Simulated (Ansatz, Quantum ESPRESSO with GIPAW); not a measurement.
**KI: NMR parameters from first principles**

Aim: the magnetic shielding of every site in KI.

**The experiment.** The 127I shift is 192.62 ppm against aqueous I-, in “Multinuclear Solid-State Magnetic Resonance Studies on 'Exotic' Quadrupolar Nuclei: Acquisition Methods, High-Order Effects, Quantum Chemical Computations” (Widdifield, PhD thesis, University of Ottawa, 2012), quoting earlier work.

Method: DFT, PBE, plane-wave PAW (pslibrary 1.0.0 recipes), scalar-relativistic, GIPAW; a patched development version of the program, in Quantum ESPRESSO with GIPAW 8.0dev (patched build).

### 1. Starting point

Symmetry: Fm-3m, No. 225, cubic system. Conventional cell: a = 7.066 Å, b = 7.066 Å, c = 7.066 Å, α = 90.00°, β = 90.00°, γ = 90.00°. Nearest to I lie 6 K at 3.53 Å. Nearest to K lie 6 I at 3.53 Å. Farther neighbours and most contacts between anions are not listed.

The cell is an entry of the Crystallography Open Database.

### 2. Self-consistent run

The shielding is a linear response of the occupied states, which this run provides. It is converged far beyond what an energy needs, since the response uses the wavefunctions themselves. No empty states are asked for: the response is solved without them. The mesh has a spacing of 0.31 Å⁻¹ at most. The PAW files were made with ld1.x from the pslibrary 1.0.0 recipes, with GIPAW reconstruction switched on.

File scf.in:

```
&control
  calculation = 'scf'
  prefix = 'x'
  outdir = './tmp/'
  pseudo_dir = './'
/
&system
  ibrav = 0
  nat = 2
  ntyp = 2
  ecutwfc = 55
  ecutrho = 330
  nbnd = 8
/
&electrons
  conv_thr = 1.0d-10
  mixing_beta = 0.7
  electron_maxstep = 100
/
ATOMIC_SPECIES
  I 126.904 I.pbe-n-kjpaw_psl.1.0.0-gipaw.UPF
  K 39.098 K.pbe-spn-kjpaw_psl.1.0.0-gipaw.UPF
CELL_PARAMETERS angstrom
  0.00000000 3.53277500 3.53277500
  3.53277500 0.00000000 3.53277500
  3.53277500 3.53277500 0.00000000
ATOMIC_POSITIONS crystal
  I 0.50000000 0.50000000 0.50000000
  K 0.00000000 0.00000000 0.00000000
K_POINTS automatic
  5 5 5 0 0 0
```

The run is started by

```console
mpirun -np 4 pw.x -nk 4 -in scf.in > scf.out
```

Log:

```text
[...]
as large as its charge; the limit is 4.5
     Functions over the limit replaced by smooth ones with the moment of the charge, as mend_augmentation asks: 1
     This moves results (see INPUT_PW). Waves and levels in the save fit builds from 8.0dev_s219 on
     using ibrav=0 with symmetry is DISCOURAGED, use correct ibrav instead

     bravais-lattice index     =            0
     lattice parameter (alat)  =       9.4413  a.u.
     unit-cell volume          =     595.0789 (a.u.)^3
     number of atoms/cell      =            2
     number of atomic types    =            2
     number of electrons       =        16.00
     number of Kohn-Sham states=            8
     kinetic-energy cutoff     =      55.0000  Ry
     charge density cutoff     =     330.0000  Ry
     scf convergence threshold =      1.0E-10
     mixing beta               =       0.7000
     number of iterations used =            8  plain     mixing
     Exchange-correlation= SLA-PW-PBX-PBC
                           (   1   4   3   4   0   0   0)
[...]
I                 7.00   126.90400     I ( 1.00)
     K                 9.00    39.09800     K ( 1.00)

     48 Sym. Ops., with inversion, found
[...]
number of k points=    10
[...]
Dense  grid:    60087 G-vectors     FFT dimensions: (  60,  60,  60)

     Smooth grid:    32743 G-vectors     FFT dimensions: (  45,  45,  45)

     Initial potential from superposition of free atoms

     starting charge      15.9811, renormalised to      16.0000
     Starting wfcs are   12 randomized atomic wfcs

     Self-consistent Calculation

     iteration #  1     ecut=    55.00 Ry     beta= 0.70
     Davidson diagonalization with overlap
     ethr =  1.00E-02,  avg # of iterations =  1.0

     Threshold (ethr) on eigenvalues was too large:
     Diagonalizing with lowered threshold

     Davidson diagonalization with overlap
     ethr =  2.17E-04,  avg # of iterations =  2.6

     total energy              =    -492.12651826 Ry
     estimated scf accuracy    <       0.02778690 Ry

     iteration #  2     ecut=    55.00 Ry     beta= 0.70
     Davidson diagonalization with overlap
     ethr =  1.74E-04,  avg # of iterations =  2.5

     total energy              =    -492.13463253 Ry
     estimated scf accuracy    <       0.00366855 Ry

     iteration #  3     ecut=    55.00 Ry     beta= 0.70
[...]
total energy              =    -492.13541039 Ry
     estimated scf accuracy    <       0.00014706 Ry

[...]
total energy              =    -492.13550672 Ry
[...]
iteration # 10     ecut=    55.00 Ry     beta= 0.70
     Davidson diagonalization with overlap
     ethr =  3.40E-11,  avg # of iterations =  2.0

     total energy              =    -492.13550672 Ry
     estimated scf accuracy    <          1.3E-09 Ry

     iteration # 11     ecut=    55.00 Ry     beta= 0.70
     Davidson diagonalization with overlap
     ethr =  7.92E-12,  avg # of iterations =  2.6

     End of self-consistent calculation
     [one-electron energies left out]

!    total energy              =    -492.13550672 Ry
     total all-electron energy =    -15437.371537 Ry
     estimated scf accuracy    <          2.1E-11 Ry

     The total energy is the sum of the following terms:
     one-electron contribution =     -27.47367327 Ry
     hartree contribution      =      19.23353406 Ry
     xc contribution           =     -27.07879858 Ry
     ewald contribution        =     -54.92367560 Ry
     one-center paw contrib.   =    -401.89289334 Ry

     convergence has been achieved in  11 iterations
[...]
JOB DONE.
```

Wall time 8.2 s (4 MPI ranks of Arm Neoverse V2, shared host); peak memory 0.52 GiB.

It converged in 11 cycles to an estimated accuracy of 2e-11 Ry, on 10 irreducible k-points.

### 3. Magnetic response

A uniform field breaks periodicity, so gipaw.x applies it as a wave of small q and takes the limit. It solves for the first-order states, builds the induced current and gets the field at each nucleus by Biot–Savart; the PAW spheres add what the smooth waves miss near the nuclei. pawproj makes the reconstruction use the PAW data sets' own projectors.

File nmr.in:

```
&inputgipaw
  job = 'nmr'
  prefix = 'x'
  tmp_dir = './tmp/'
  restart_mode = 'from_scratch'
  verbosity = 'low'
  q_gipaw = 0.01
  spline_ps = .true.
  conv_threshold = 1.0d-14
  use_nmr_macroscopic_shape = .false.
  pawproj(1) = .true.
  pawproj(2) = .true.
/
```

The run is started by

```console
mpirun -np 4 gipaw.x -in nmr.in > nmr.out
```

Log:

```text
[banner, memory and clock lines left out]
[a note of our patched build left out]

     Parallelizing q-star over 1 images

     IMPORTANT: XC functional enforced from input :
     Exchange-correlation= PBE
                           (   1   4   3   4   0   0   0)
     Any further DFT definition will be discarded
     Please, verify this is what you really want

     In I.pbe-n-kjpaw_psl.1.0.0-gipaw.UPF the largest augmentation function (projectors 1 and 4, L = 1) is 6.9 times
     as large as its charge; the limit is 4.5
     Functions over the limit replaced by smooth ones with the moment of the charge, as in the saved run: 1

[...]
projs nearly linearly dependent: l=0  n1,n2= 1, 2  s=  0.99585241
[...]
alpha_pv=     56.9937 eV

     spline_ps is .false., expect some extrapolation errors

     q-space interpolation up to    66.00 Rydberg

     GIPAW job: nmr
     NMR macroscopic correction: no
[...]
Computing the magnetic susceptibility     isolve=0    ethr=  0.1000E-13
     Starting from scratch
     k-point #    1 of    10      pool #  1    cpu time:       0.8
[...]
End of magnetic susceptibility calculation

     f-sum rule (1st term):
           -17.2673          0.0000          0.0000
             0.0000        -17.2673          0.0000
             0.0000          0.0000        -17.2673

     f-sum rule (2nd term):
            -0.0810         -0.0000         -0.0000
            -0.0000         -0.0810         -0.0000
            -0.0000         -0.0000         -0.0810

     f-sum rule (should be   -17.3447):
           -17.3483          0.0000          0.0000
             0.0000        -17.3483          0.0000
             0.0000          0.0000        -17.3483

[... susceptibilities left out ...]
     Contributions to the NMR chemical shifts: -------------------------------

     Macroscopic shape contribution in ppm:                    0.00
             0.0000          0.0000          0.0000
             0.0000          0.0000          0.0000
             0.0000          0.0000          0.0000

     Core contribution in ppm:

     Atom  1  I   pos: (  0.707107  0.707107  0.707107)  core sigma:        5697.05
     Atom  2  K   pos: (  0.000000  0.000000  0.000000)  core sigma:        1193.41

     Bare contribution in ppm:

     Atom  1  I   pos: (  0.707107  0.707107  0.707107)  bare sigma:          57.28
[...]
Atom  2  K   pos: (  0.000000  0.000000  0.000000)  bare sigma:         114.63
[...]
Diamagnetic contribution in ppm:

     Atom  1  I   pos: (  0.707107  0.707107  0.707107)  dia sigma:          -1.87
[...]
Atom  2  K   pos: (  0.000000  0.000000  0.000000)  dia sigma:          -4.10
[...]
Paramagnetic contribution in ppm:

     Atom  1  I   pos: (  0.707107  0.707107  0.707107)  para sigma:       -1717.90
[...]
Atom  2  K   pos: (  0.000000  0.000000  0.000000)  para sigma:        -275.67
[...]
Paramagnetic US occ-occ contribution in ppm:

     Atom  1  I   pos: (  0.707107  0.707107  0.707107)  para_oo sigma:           2.72
[...]
Atom  2  K   pos: (  0.000000  0.000000  0.000000)  para_oo sigma:           0.27
[...]
Paramagnetic US L_R Q_R contribution in ppm:

     Atom  1  I   pos: (  0.707107  0.707107  0.707107)  para_lq sigma:         801.49
[...]
Atom  2  K   pos: (  0.000000  0.000000  0.000000)  para_lq sigma:         113.92
[...]
Total NMR chemical shifts in ppm: ---------------------------------------
     (adopting the Simpson convention for anisotropy and asymmetry)-----------

     Atom  1  I   pos: (  0.707107  0.707107  0.707107)  Total sigma:        4838.77
          4838.7726          0.0000         -0.0000
             0.0000       4838.7726          0.0000
            -0.0000          0.0000       4838.7726

     I       1    anisotropy:      0.00    eta:    0.0000
[...]
Atom  2  K   pos: (  0.000000  0.000000  0.000000)  Total sigma:        1142.46
          1142.4599         -0.0000         -0.0000
            -0.0000       1142.4599         -0.0000
            -0.0000         -0.0000       1142.4599

     K       2    anisotropy:      0.00    eta:    0.0000
[...]
```

It took 40 s on 4 MPI ranks; peak memory 0.36 GiB.

The f-sum rule is met to 0.0036 of 17.3 (0.02 %). Converged shieldings require that this miss be small, but a small miss does not prove them. This build smooths some augmentation functions of the files as it reads them, which, it says, moves results; by how much was not measured here.

From the symmetric part of each tensor, with principal values σ11 ≤ σ22 ≤ σ33: σ_iso is their mean, the span is σ33 − σ11 and the skew 3(σ_iso − σ22)/span. (gipaw.x prints an anisotropy in another convention.)

| site | atom no. | atoms in cell | σ_iso (ppm) | span (ppm) | skew |
| --- | --- | --- | --- | --- | --- |
| I | 1 | 1 | 4839 | 0 | - |
| K | 2 | 1 | 1142.5 | 0.0 | - |

The macroscopic shape term is switched off. For a spherical sample the valence susceptibility of this run would add about 8 ppm to every site, a rough estimate, since the susceptibility converges slowly and lacks part of the PAW terms. Differences within the crystal don't depend on it, but shieldings of different compounds can't be compared to better than a few ppm without it.

I and K sit on cubic site symmetry, where the tensor must be isotropic.

How the isotropic values are made up (ppm). The core part is that of the free atom's core; bare is the current of the smooth valence states; the last two are what the PAW spheres add to the diamagnetic and the paramagnetic current:

| site | core | bare | reconstruction, dia | reconstruction, para |
| --- | --- | --- | --- | --- |
| I | 5697.1 | 57.3 | -1.9 | -913.7 |
| K | 1193.4 | 114.6 | -4.1 | -161.5 |

The quadrupolar nuclei (127I and 39K) sit on sites where the field gradient vanishes by symmetry, so they have no quadrupolar coupling.

### 4. From shieldings to shifts

Covalently bonded atoms count as neighbours within 1.18 times the sum of their radii. Otherwise a cation's neighbours lie within 1.2 times its shortest bond (1.3 for large cations, each anion's radius taken off where they differ), and an anion's are the cations that count it.

| site | atom no. | atoms in cell | surroundings | bonds (Å) | σ_iso (ppm) |
| --- | --- | --- | --- | --- | --- |
| I | 1 | 1 | bound to K6 | 3.533 | 4839 |
| K | 2 | 1 | KI6 | 3.533 | 1142.5 |

### 5. What the settings change

Each row names what was changed: another mesh tests the sampling of the zone; another functional shows how far the paramagnetic term hangs on the exchange-correlation form; another cutoff tests the basis.

Changes of σ_iso (ppm) against the run above (PBE, cutoffs 55 and 330 Ry, mesh 5×5×5, 3.1 min). Times are CPU times of pw.x and gipaw.x together, on 4 MPI ranks of Arm Neoverse V2, shared host; on a shared host they are rough. A run is marked as doubtful where the f-sum miss passes 0.015 electrons, or that much for each three atoms in larger cells (with Tl, Pb, Hg, Bi or Sn a third of that, or a mesh spacing over 0.26 Å⁻¹), or where the susceptibility is unphysically large.

| run | CPU time | f-sum miss | I | K |
| --- | --- | --- | --- | --- |
| mesh 7×7×7 | 5.7 min | 0.0011 | +11.4 | +0.8 |
| LDA | 3.1 min | 0.0048 | -158.5 | -25.2 |
| cutoffs 40 and 280 Ry (coarse on purpose) | 1.9 min | 0.0043 | +0.5 | -4.3 |
| mesh 4×4×4 (marked) | 2.6 min | 0.017 | -42.7 | -4.0 |
| Wu-Cohen | 3.2 min | 0.0040 | -36.9 | -5.0 |
| cutoffs 70 and 420 Ry | 5.4 min | 0.0024 | -0.1 | +0.7 |

The largest move is -158.5 ppm, on I, from LDA.

### 6. Comparison with the measured values

Without a fitted line the measured shift still tests the calculation: for an exact theory σ + δ is one number for all compounds of a nucleus, up to the shape term, which is left out of σ and differs by some ppm between compounds.

| nucleus, site | σ_iso (ppm) | measured δ (ppm) | σ + δ (ppm) | σ + δ of other compounds, same level |
| --- | --- | --- | --- | --- |
| 127I, I | 4839 | 192.62 | 5031 | NaI 4990 |

### 7. Outcome

```yaml
127i_shielding_without_shape_term: 4839 ppm
39k_shielding_without_shape_term: 1142.5 ppm
```

What this shows: 127I has one site (bound to K6), with isotropic shielding 4839 ppm (shape term left out). A shift needs a reference, δ = σ_ref − σ, fixed on measured compounds; for 127I of this kind at this level too few were at hand, or they scattered too widely about a line, so none is given. For 127I, σ + δ is 5031 ppm here and 4990 ppm in NaI: with that reference and slope one the shift would be off by -41 ppm. Going to mesh 7×7×7 changes no isotropic shielding by more than 11.5 ppm, a first measure of the error left in that respect. Going to cutoffs 70 and 420 Ry changes no isotropic shielding by more than 0.72 ppm, so the main run is converged in that respect. The cheaper run with cutoffs 40 and 280 Ry takes about 60 % of the time and is off by 0.49 ppm on I, and by 4.3 ppm at most. The largest change with the functional is 158.5 ppm in absolute shielding; part of that drops out once each functional has its own reference line. Spin-orbit coupling is missing, which matters for I. The scalar-relativistic files are used with non-relativistic response operators, which weighs most on the heavy atoms' own shieldings. This build of gipaw.x prints that it is not audited and that its numbers are no references by themselves. It also reports spline_ps as false although the input sets it; why was not traced.

[Banner, clock, file and message-heading lines were taken out of the pw.x and gipaw.x logs.]

[Logs are printed without paths, hosts, clocks, repeated set-up lines and the standing remarks that a program may print on its own settings, such as how far it seeks lower states.]

[Hosts, paths, dates, database ids (printed as entryN), source tags and the programs' standing remarks are cut or masked in the printed files.]

[Where no reference line passes its bar on scatter, no shift is given, so a measured shift of this compound may stand uncompared.]
